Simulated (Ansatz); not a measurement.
# LiMgBr3 (model cell, started as cubic perovskite with Mg in the octahedra): following an unstable mode

Wanted: the energy along a soft mode of LiMgBr3 (model cell, started as cubic perovskite with Mg in the octahedra) and the structure at the end.

Main program and level: Ansatz 0.2.0; DFT PBEsol, scalar-relativistic, plane waves, PAW; PAW set soft_1.

The structure was built from a prototype and need not be the compound's stable phase.

## 1. The structure

The structure is cubic, space group Pm-3m (No. 221). The conventional cell has a = 5.212 Å, b = 5.212 Å, c = 5.212 Å, α = 90.00°, β = 90.00°, γ = 90.00°. Nearest to Li lie 12 Br at 3.69 Å. Nearest to Mg lie 6 Br at 2.61 Å. Nearest to Br lie 2 Mg at 2.61 Å. Farther neighbours and most contacts between anions are not listed.

## 2. Phonons on a q mesh

The cell comes from relaxations at this level that are not shown. Stability and thermal properties need the whole zone. Linear response on a 2×2×2 q mesh gives force constants as far as a supercell of that size would, and the tensors from the zone-centre run are typed in so that the long-range dipole term is interpolated apart.

Input file input.yaml:

```yaml
crystal:
  lattice:
    - [5.2123358958, 0.0, 0.0]
    - [0.0, 5.2123358958, 0.0]
    - [0.0, 0.0, 5.2123358958]
  atoms:
    - { symbol: Li, position: [0.0, 0.0, 0.0] }
    - { symbol: Mg, position: [0.5, 0.5, 0.5] }
    - { symbol: Br, position: [0.5, 0.5, 0.0] }
    - { symbol: Br, position: [0.5, 0.0, 0.5] }
    - { symbol: Br, position: [0.0, 0.5, 0.5] }
kpoints:
  mp_grid: { grid: [6, 6, 6] }
hamiltonian:
  xc: pbesol
  pseudopotentials: { kind: paw, azcp: { folder: soft_1 }, xc_functional: pbe }
scf:
  occupations: { method: fixed }
output:
  eigenvalues: true
phonons:
  method: dfpt
  qmesh: [2, 2, 2]
  temperatures: { t_max: 1000, t_step: 50 }
  qpath:
    path:
      - [[0.0, 0.0, 0.0], [0.0, 0.5, 0.0], [0.5, 0.5, 0.0], [0.0, 0.0, 0.0], [0.5, 0.5, 0.5], [0.0, 0.5, 0.0]]
      - [[0.5, 0.5, 0.5], [0.5, 0.5, 0.0]]
    npoints: 10
  non_analytic_term:
    high_frequency_dielectric_tensor: [[3.3007, 0.0, 0.0], [0.0, 3.3007, 0.0], [0.0, 0.0, 3.3007]]
    born_effective_charges:
      - { species: Li, tensor: [[1.4392, 0.0, 0.0], [0.0, 1.4392, 0.0], [0.0, 0.0, 1.4392]] }
      - { species: Mg, tensor: [[2.3693, 0.0, 0.0], [0.0, 2.3693, 0.0], [0.0, 0.0, 2.3693]] }
      - { species: Br, tensor: [[-0.8839, 0.0, 0.0], [0.0, -0.8839, 0.0], [0.0, 0.0, -2.0407]] }
      - { species: Br, tensor: [[-0.8839, 0.0, 0.0], [0.0, -2.0407, 0.0], [0.0, 0.0, -0.8839]] }
      - { species: Br, tensor: [[-2.0407, 0.0, 0.0], [0.0, -0.8839, 0.0], [0.0, 0.0, -0.8839]] }
    source: "zone-centre run at this cell"
```

Command:

```sh
$ ansatz run input.yaml --threads 8 --pin off --max-ram 16384MiB --backend cpu --events-out ev --progress --plain --runs-dir out
```

Numbers of over 12 decimals in the logs are rounded to 6 here.

The log of the run:

```text
Engine: ansatz 0.2.0, aarch64-unknown-linux-gnu
Pseudopotentials: kind: paw
Pseudopotential: Li, paw, valence charge 3, recommended cutoff 420 eV (normal), soft_1/Li.paw.azcp
Pseudopotential: Mg, paw, valence charge 10, recommended cutoff 420 eV (normal), soft_1/Mg.paw.azcp
Pseudopotential: Br, paw, valence charge 7, recommended cutoff 420 eV (normal), soft_1/Br.paw.azcp
Functional definition: PBEsol
  exchange = pbesol_x
  correlation = pbesol_c
Crystal: 5 atoms, lattice volume = 141.611 Å³
Basis set: ecut = 420 eV, 2777 PW (Γ), exchange–correlation on 72×72×72 points (8 copies of the dense FFT grid, shifted against one another)
Bands: 22, of which v1, the nominal top of the filled ones, is band 17 counted from 1 (16 counted from 0)
Symmetry: 48 space group operations
k-points: 20 of 216
Non-local potential: Li, projectors of the file, l = 0: 3, l = 1: 2, l = 2: 1
Non-local potential: Mg, projectors of the file, l = 0: 3, l = 1: 2, l = 2: 1
Non-local potential: Br, projectors of the file, l = 0: 2, l = 1: 2, l = 2: 2
PAW form: soft (Blöchl's): semilocal exchange-correlation on the pseudo side does not see the compensation charge
PAW frozen core: Mg, regenerated for the run's functional, and the local potential with it (the file was generated under x = pbe(κ = 0.804, μ = 0.219515), c = pbe(β = 0.066725))
PAW frozen core: Br, regenerated for the run's functional, and the local potential with it (the file was generated under x = pbe(κ = 0.804, μ = 0.219515), c = pbe(β = 0.066725))
PAW one-centre angular grid: Li, 110 points (default); XC on 64 Gauss nodes
PAW one-centre angular grid: Mg, 110 points (default); XC on 64 Gauss nodes
PAW one-centre angular grid: Br, 110 points (default); XC on 64 Gauss nodes
Initial density: superposition of atomic densities (chi_scale 0.1, normalization cell, long waves kept (reshape's long-wave potential 0.01 eV rms))
Initial wavefunctions: pseudopotential atomic-orbital guess
Functional: x = pbesol(κ = 0.804, μ = 0.123457), c = pbesol(β = 0.046)
SCF iter   1: F=—  HF=-10331.144700 eV  |F-HF|=—  |Δ(HF+E_count)|=         —  Δρ=3.53e-2  dr2=1.38e0  ethr=3.10e-3  ⟨swp⟩=4.5  Hψ=1973  notcnv=0  defer=49
preconditioner: auto → Resta (q_TF=auto, 2.151 Å⁻¹)  ε∞=3.2  [insulator: Δε(μ)=1.745 eV  Ē_g=10.312 eV  n_scr=26 (ndim 8)  ℏωp=15.3 eV  f_vac=0.000  ε∞_Penn≈3.2]
SCF iter   2: F=—  HF=-10330.762296 eV  |F-HF|=—  |Δ(HF+E_count)|=   3.82e-1  Δρ=1.62e-2  dr2=3.75e-1  ethr=3.10e-3  ⟨swp⟩=2.4  Hψ=963  notcnv=0  defer=40
SCF iter   3: F=—  HF=-10330.696483 eV  |F-HF|=—  |Δ(HF+E_count)|=   6.58e-2  Δρ=2.43e-3  dr2=1.69e-2  ethr=1.10e-3  ⟨swp⟩=2.5  Hψ=790  notcnv=0  defer=47
SCF iter   4: F=—  HF=-10330.700297 eV  |F-HF|=—  |Δ(HF+E_count)|=   3.81e-3  Δρ=6.17e-4  dr2=1.23e-3  ethr=4.96e-5  ⟨swp⟩=2.5  Hψ=791  notcnv=0  defer=56
SCF iter   5: F=—  HF=-10330.700961 eV  |F-HF|=—  |Δ(HF+E_count)|=   6.63e-4  Δρ=1.41e-4  dr2=3.71e-5  ethr=3.61e-6  ⟨swp⟩=2.0  Hψ=619  notcnv=0  defer=56
SCF iter   6: F=—  HF=-10330.700964 eV  |F-HF|=—  |Δ(HF+E_count)|=   3.26e-6  Δρ=2.86e-5  dr2=1.38e-6  ethr=1.09e-7  ⟨swp⟩=2.6  Hψ=740  notcnv=0  defer=38
SCF iter   7: F=—  HF=-10330.700962 eV  |F-HF|=—  |Δ(HF+E_count)|=   2.27e-6  Δρ=6.10e-6  dr2=7.40e-8  ethr=4.07e-9  ⟨swp⟩=2.0  Hψ=735  notcnv=0  defer=25
SCF iter   8: F=—  HF=-10330.700962 eV  |F-HF|=—  |Δ(HF+E_count)|=   1.23e-7  Δρ=1.14e-6  dr2=2.25e-9  ethr=2.18e-10  ⟨swp⟩=2.4  Hψ=668  notcnv=0  defer=25
SCF iter   9: F=—  HF=-10330.700962 eV  |F-HF|=—  |Δ(HF+E_count)|=   4.06e-9  Δρ=2.41e-7  dr2=1.23e-10  ethr=6.61e-12  ⟨swp⟩=2.0  Hψ=707  notcnv=0  defer=25
SCF iter  10: F=-10330.700962 eV  HF=-10330.700962 eV  |F-HF|=7.28e-12  |Δ(HF+E_count)|=  2.00e-10  Δρ=6.06e-8  dr2=5.29e-12  ethr=1.00e-12  ⟨swp⟩=12.4  Hψ=2765  notcnv=0
SCF 1 converged in 10 iterations: F = -10330.700962 eV  dr2 = 5.29e-12
  greatest PAW one-centre occupation: 1.000 electrons in one spin orbital (limit 2), on the Mg atom at site 1 (counted from 0), in its partial waves of l = 0
NSCF: frozen V_eff on 20 k-points
NSCF: frozen V_eff on 64 k-points
DFPT response loops at q = (0, 0, 0) (fractional): preconditioner auto → none (the input reference at scf.mixing.eps_inf says where Resta's filter doesn't serve); β = 0.50; Broyden in place of MSR1
NSCF: frozen V_eff on 128 k-points
DFPT response loops at q = (0, 0, -0.5) (fractional): preconditioner auto → Resta (q_TF=auto, 2.151 Å⁻¹)  ε∞=4.6 (no band partly filled); β = 1.00, the filter's whole step (`scf.mixing.beta` (0.50) is not read by the response loops at its default; to damp them type it under 1.00, their step now; it binds the ground state too); Broyden in place of MSR1
NSCF: frozen V_eff on 128 k-points
DFPT response loops at q = (0, -0.5, -0.5) (fractional): mixed as the last ones told, above
NSCF: frozen V_eff on 128 k-points
DFPT response loops at q = (-0.5, -0.5, -0.5) (fractional): mixed as the last ones told, above
SCF converged after 10 iterations
Free energy (F): -10330.700962 eV
Harris-Foulkes:  -10330.700962 eV  (|F-HF|=7.28e-12)
Internal energy: -10330.700962 eV  (E = F + TS)
E sigma→0 (E₀):  -10330.700962 eV
Fermi energy:    1.967920 eV
--- Per-component energies (eV) ---
  E_band       = -537.013082
  E_kinetic    = 482.866353
  E_local      = -2981.069457  (includes V_loc(G=0)·N_el)
  E_nonlocal   = 331.303442
  E_hartree    = 1039.947882
  E_xc         = -621.077320
  E_vxc        = -374.197205  (∫ρ·V_xc dr)
  E_paw        = -7119.633098  (= ΣΔE_a)
  E_vpaw       = -75.812063  (= ΣTr[D̂ρ^β])
  E_aug_tail   = 0.000104  (compensation charges beyond the density's cutoff)
  E_ewald      = -1463.374543
  E_core_change = 0.335675  (= ΣΔE_core)
  E_smearing   = -0.000000  (= −TS)
  E_closure    = 0.000000  (closes the sum)
  Σ components = -10330.700962   (vs F -10330.700962, Δ=0.00e0)
--- Band table (eV; the first three rows and the last of 20) ---
  k-point 0: bands = [... 13 lower, 1.0803, 1.3781, 1.3781, 1.3781, 4.8368, 4.9424, 8.8370, 8.8370, ... 1 higher]
  k-point 1: bands = [... 13 lower, 0.9964, 1.0148, 1.3204, 1.3204, 5.1802, 5.3989, 8.4507, 8.8617, ... 1 higher]
  k-point 2: bands = [... 13 lower, 0.7002, 0.8906, 1.2907, 1.2907, 5.8879, 6.4824, 7.6796, 8.7094, ... 1 higher]
  k-point 19: bands = [... 13 lower, 0.7915, 1.9679, 1.9679, 1.9679, 5.5787, 7.7993, 7.7993, 7.7993, ... 1 higher]
--- Phonons (Γ-DFPT): 4 representative perturbations + reference (Σ response iterations 12) ---
  ASR residual: 1.990e-4 → 0.000e0 eV/Å²; symmetrization residual: 6.076e-7 eV/Å²
  ASR residual per site (eV/Å²): 1.56e-5 1.99e-4 4.39e-5 4.39e-5 4.39e-5
  Γ frequencies (cm⁻¹): -175.82 -175.82 -175.82 -9.94 -9.94 -9.94 0.00 0.00 0.00 83.42 83.42 83.42 238.14 238.14 238.14
--- Phonons (arbitrary-q DFPT): 4 irreducible q on the 2×2×2 mesh ---
  q = [0.0000, 0.0000, 0.0000] (star 1, of the zone-centre solve; hermiticity 1.82e-7, symmetrization 5.26e-12): -175.82 -175.82 -175.82 -9.94 -9.94 -9.94 0.00 0.00 0.00 83.42 83.42 83.42 238.14 238.14 238.14
  q = [0.0000, 0.0000, -0.5000] (star 3, 9 solved perturbations in 504 linear systems a pass and spin channel, the states on 64 of 216 k-point pairs; hermiticity 1.61e-7, symmetrization 2.75e-8): -167.05 -167.05 -19.41 -19.41 15.59 48.75 48.75 59.11 59.60 84.36 84.36 186.55 237.76 237.76 258.32
  q = [0.0000, -0.5000, -0.5000] (star 3, 9 solved perturbations in 504 linear systems a pass and spin channel, the states on 64 of 216 k-point pairs; hermiticity 3.40e-7, symmetrization 1.13e-7): -155.46 -151.19 -151.19 -66.53 35.11 35.11 66.48 66.48 79.92 91.32 124.79 184.36 237.50 270.57 270.57
  q = [-0.5000, -0.5000, -0.5000] (star 1, 4 solved perturbations in 184 linear systems a pass and spin channel, the states on 64 of 216 k-point pairs; hermiticity 1.23e-6, symmetrization 6.14e-7): -172.71 -172.71 -172.71 -66.57 -66.57 -66.57 89.67 89.67 89.67 123.17 123.17 195.93 271.69 271.69 271.69
  sum rule: each row above includes the acoustic sum rule's correction from the zone centre's row sums; it moved no ω² by more than (1.49 cm⁻¹)²
  mesh force constants: q→R imaginary residual 3.49e-18; ASR residual 1.990e-4 → 0.000e0 eV/Å²; symmetrization residual 7.994e-15 eV/Å²
  interpolated dispersion: 63 rows × 15 modes
  density of states and harmonic sums: on the 12×12×12 q-mesh, interpolated from the force constants of a 2×2×2 supercell (with the dipole–dipole term of supplied tensors)
  largest difference from the sums on the solved wave vectors: F 7.23e-2 eV, S 9.60e-5 and C_V 3.20e-5 eV/K
  zero-point energy: 0.084503 eV/cell   skipped modes (ω ≤ 0): 435, of them read as no rigid motion or as one in doubt: 432 (5.149e0 modes/cell left out, lowest -175.82 cm⁻¹)   left out of the sums: 3.43e-1 of the cell's modes: C_V's classical limit lies that fraction below 3 k_B per atom; for a crystal, a wire or a layer, F and S can be off by more, and a phonons.interpolated_qmesh denser along its periods is the remedy for the sampling
```

Elapsed: 41 s, on 8 threads of Arm Neoverse V2, shared host; peak memory 0.9 GiB.

This step gave:

* gap on the k-mesh: 2.869 eV
* volume per atom: 28.32 Å³
* sum-rule residual before enforcement: 1.99e-4 eV/Å²
* lowest frequency on the path: -175.8 cm⁻¹
* point group: m-3m
* highest frequency on the path or at a solved wavevector: 307.6 cm⁻¹
* highest optical mode at the zone centre (no LO-TO term): 238.1 cm⁻¹
* lowest optical zone-centre mode: -175.8 cm⁻¹
* lowest mode on the q mesh (acoustic modes at Γ apart): -175.8 cm⁻¹

Frequencies (cm⁻¹) solved at each irreducible wavevector; negative means imaginary. Frequencies by wavevector, by row:

```tsv
q in reciprocal lattice units	star	mode 1	mode 2	mode 3	mode 4	mode 13	mode 14	mode 15
0 0 0	1	-175.8	-175.8	-175.8	-9.9	238.1	238.1	238.1
0 0 -0.5	3	-167.1	-167.1	-19.4	-19.4	237.8	237.8	258.3
0 -0.5 -0.5	3	-155.5	-151.2	-151.2	-66.5	237.5	270.6	270.6
-0.5 -0.5 -0.5	1	-172.7	-172.7	-172.7	-66.6	271.7	271.7	271.7
```

Interpolated from a 2×2×2 q mesh, with the LO-TO term (at Γ the limit along the path; where Γ stands inside the path, tables give the limit on arrival). Phonon branches along the path, in cm⁻¹:

```tsv
point	branch 1	branch 2	branch 3	branch 4	branch 12	branch 13	branch 14	branch 15
Γ	-176	-176	-88	-10	96	238	238	308
halfway	-172	-172	-36	-14	129	238	238	290
X	-167	-167	-19	-19	187	238	238	258
halfway	-162	-159	-110	-50	168	238	259	265
M	-156	-151	-151	-66	184	238	271	271
halfway	-167	-156	-106	-40	138	238	239	288
Γ	-176	-176	-88	-10	96	238	238	308
halfway	-160	-160	-125	-44	148	242	242	284
R	-173	-173	-173	-67	196	272	272	272
halfway	-165	-158	-138	-53	169	246	264	267
X	-167	-167	-19	-19	187	238	238	258
jump to R	-173	-173	-173	-67	196	272	272	272
halfway	-164	-162	-162	-67	184	254	271	271
M	-156	-151	-151	-66	184	238	271	271
```

Symmetry leaves 4 wavevectors to solve. The lowest mode among them, the acoustic zeros apart, lies at Γ and is imaginary, 175.8i cm⁻¹, so the energy falls along it.

## 3. The mode frozen in, largest atomic shift 0 Å

The mode followed lies at q = (-0.5, -0.5, -0.5) with frequency 172.7i cm⁻¹ and is 3-fold degenerate, one of the unstable modes though not the softest. At small amplitude the distorted cell has space group no. 139 by a symmetry search on the positions. The undistorted cell that holds it gives the zero of energy on the same k mesh.

System of this step: LiMgBr3 (model cell, started as cubic perovskite with Mg in the octahedra). The structure is cubic, space group Pm-3m (No. 221). Conventional cell: a = 5.212 Å, b = 5.212 Å, c = 5.212 Å, α = 90.00°, β = 90.00°, γ = 90.00°. Li has 12 Br at 3.69 Å nearest. Mg has 6 Br at 2.61 Å nearest. Nearest to Br lie 2 Mg at 2.61 Å. Farther neighbours and most contacts between anions are not listed.

Input file input.yaml:

```yaml
crystal:
  lattice:
    - [5.2123358958, 5.2123358958, 0.0]
    - [5.2123358958, 0.0, 5.2123358958]
    - [5.2123358958, 0.0, -5.2123358958]
  atoms:
    - { symbol: Li, position: [0.0, 0.0, 0.0] }
    - { symbol: Li, position: [0.0, 0.5, 0.5] }
    - { symbol: Mg, position: [0.5, 0.25, 0.75] }
    - { symbol: Mg, position: [0.5, 0.75, 0.25] }
    - { symbol: Br, position: [0.5, 0.0, 0.0] }
    - { symbol: Br, position: [0.5, 0.5, 0.5] }
    - { symbol: Br, position: [0.0, 0.5, 0.0] }
    - { symbol: Br, position: [0.0, 0.0, 0.5] }
    - { symbol: Br, position: [0.5, 0.0, 0.5] }
    - { symbol: Br, position: [0.5, 0.5, 0.0] }
kpoints:
  mp_grid: { grid: [4, 4, 4] }
hamiltonian:
  xc: pbesol
  pseudopotentials: { kind: paw, azcp: { folder: soft_1 }, xc_functional: pbe }
scf:
  occupations: { method: gaussian, width: 0.02 }
output:
  forces: true
  stress: true
  eigenvalues: true
```

The log of the run:

```text
[...]
Crystal: 10 atoms, lattice volume = 283.222 Å³
Basis set: ecut = 420 eV, 5577 PW (Γ), exchange–correlation on 100×100×100 points (8 copies of the dense FFT grid, shifted against one another)
Bands: 44, of which v1, the nominal top of the filled ones, is band 34 counted from 1 (33 counted from 0)
Symmetry: 96 space group operations
[...]
k-points: 8 of 64
[...]
k-point 0: bands = [... 30 lower, 1.3782, 1.9680, 1.9680, 1.9680, 4.8368, 4.9425, 5.5787, 7.7993, ... 2 higher]
  k-point 1: bands = [... 30 lower, 1.3736, 1.7443, 1.7443, 1.8178, 5.3610, 5.6428, 5.9409, 7.5051, ... 2 higher]
  k-point 2: bands = [... 30 lower, 1.4957, 1.4957, 1.4957, 1.4957, 6.3877, 6.3877, 6.7695, 6.7695, ... 2 higher]
  k-point 7: bands = [... 30 lower, 1.0428, 1.0428, 1.5365, 1.5365, 6.9808, 6.9808, 7.3480, 7.3480, ... 2 higher]
[key lines of the parts left out:]
SCF converged after 8 iterations
Free energy (F): -20661.401487 eV
Fermi energy:    3.402467 eV
P = ⅓ Tr σ = 0.0048 GPa (0.048 kbar)
```

The job ended after 0.95 s (8 threads; peak memory 0.77 GiB; 5.8 s of CPU time).

Numbers from this step:

```yaml
pressure: 0.004782 GPa
energy_from_the_undistorted_cell: 0 meV/atom
```

At this level the gap is 2.87 eV on the k-mesh of the self-consistent run, which can miss the band edges.

## 4. The mode frozen in, largest atomic shift 0.6 Å

The atoms are moved along the unstable eigenvector, the largest shift by 0.6 Å, with the cell fixed.

input.yaml, the sections that differ from step 3:

```yaml
crystal:
  lattice:
    - [5.2123358958, 5.2123358958, 0.0]
    - [5.2123358958, 0.0, 5.2123358958]
    - [5.2123358958, 0.0, -5.2123358958]
  atoms:
    - { symbol: Li, position: [0.1151115377, -0.0575557689, -0.0575557689] }
    - { symbol: Li, position: [-0.1151115377, 0.5575557689, 0.5575557689] }
    - { symbol: Mg, position: [0.5, 0.25, 0.75] }
    - { symbol: Mg, position: [0.5, 0.75, 0.25] }
    - { symbol: Br, position: [0.5, -0.0028475377, -0.0028475377] }
    - { symbol: Br, position: [0.5, 0.5028475377, 0.5028475377] }
    - { symbol: Br, position: [0.0, 0.5, 0.0] }
    - { symbol: Br, position: [0.0, 0.0, 0.5] }
    - { symbol: Br, position: [0.5, -0.0028475377, 0.5028475377] }
    - { symbol: Br, position: [0.5, 0.5028475377, -0.0028475377] }
# kpoints, hamiltonian, scf, output: as in step 3
```

The log of the run:

```text
[...]
Crystal: 10 atoms, lattice volume = 283.222 Å³
Basis set: ecut = 420 eV, 5577 PW (Γ), exchange–correlation on 100×100×100 points (8 copies of the dense FFT grid, shifted against one another)
Bands: 44, of which v1, the nominal top of the filled ones, is band 34 counted from 1 (33 counted from 0)
Symmetry: 16 space group operations
[...]
k-points: 13 of 64
[...]
k-point 0: bands = [... 30 lower, 1.3335, 1.8098, 1.9364, 1.9364, 4.7683, 5.1114, 5.7722, 7.6708, ... 2 higher]
  k-point 1: bands = [... 30 lower, 1.3418, 1.6030, 1.7136, 1.7696, 5.4185, 5.6747, 6.1240, 7.4403, ... 2 higher]
  k-point 2: bands = [... 30 lower, 1.4511, 1.4636, 1.4687, 1.4702, 6.4843, 6.5261, 6.7175, 6.7516, ... 2 higher]
  k-point 12: bands = [... 30 lower, 0.7425, 1.1251, 1.1251, 1.7970, 6.6854, 6.9590, 7.1163, 7.1833, ... 2 higher]
[key lines of the parts left out:]
SCF converged after 8 iterations
Free energy (F): -20661.660473 eV
Fermi energy:    3.352401 eV
P = ⅓ Tr σ = 0.0858 GPa (0.858 kbar)
```

Wall time 1.3 s (8 threads); peak memory 0.91 GiB; 8.6 s of CPU time.

This step gave:

* pressure: 0.08583 GPa
* gap on the k-mesh: 2.832 eV
* energy from the undistorted cell: -25.90 meV/atom

The energy, extrapolated to zero smearing, is -25.90 meV/atom against the undistorted cell.

The run ends at a pressure of 0.09 GPa, with forces up to 0.36 eV/Å.

## 5. Energy along the mode, all amplitudes (two of the runs are shown above)

An imaginary frequency means negative curvature, so the energy should fall and then rise again as anharmonic terms take over.

This step gave:

```yaml
depth_at_the_lowest_point_sampled: 25.90 meV/atom
largest_atomic_shift_at_that_point: 0.6 Å
```

Table of energy from the parent by largest atomic shift:

```tsv
largest atomic shift (Å)	energy from the parent (meV/atom)
0.000	0
0.040	-0.129
0.080	-0.514
0.140	-1.57
0.220	-3.84
0.320	-7.99
0.450	-15.3
0.600	-25.9
```

Displacement at unit largest shift by atom:

```tsv
atom	x (Å)	y (Å)	z (Å)	size
Li1	0.00	1.00	0.00	1.00
Li2	0.00	-1.00	0.00	1.00
Mg3	0.00	0.00	0.00	0.00
Mg4	0.00	0.00	0.00	0.00
Br5	-0.05	0.00	0.00	0.05
Br6	0.05	0.00	0.00	0.05
Br7	0.00	0.00	0.00	0.00
Br8	0.00	0.00	0.00	0.00
Br9	0.00	0.00	-0.05	0.05
Br10	0.00	0.00	0.05	0.05
```

The lowest of the steps tried is the last one, at 0.6 Å, 25.9 meV/atom below the parent; the bottom of the well need not coincide with a step.

(Continued in part 2 of 3.)

[Logs are printed without paths, hosts, clocks, repeated set-up lines and the standing remarks that a program may print on its own settings, such as how far it seeks lower states.]

[Hosts, paths, dates, database ids (printed as entryN), source tags and the programs' standing remarks are cut or masked in the printed files.]
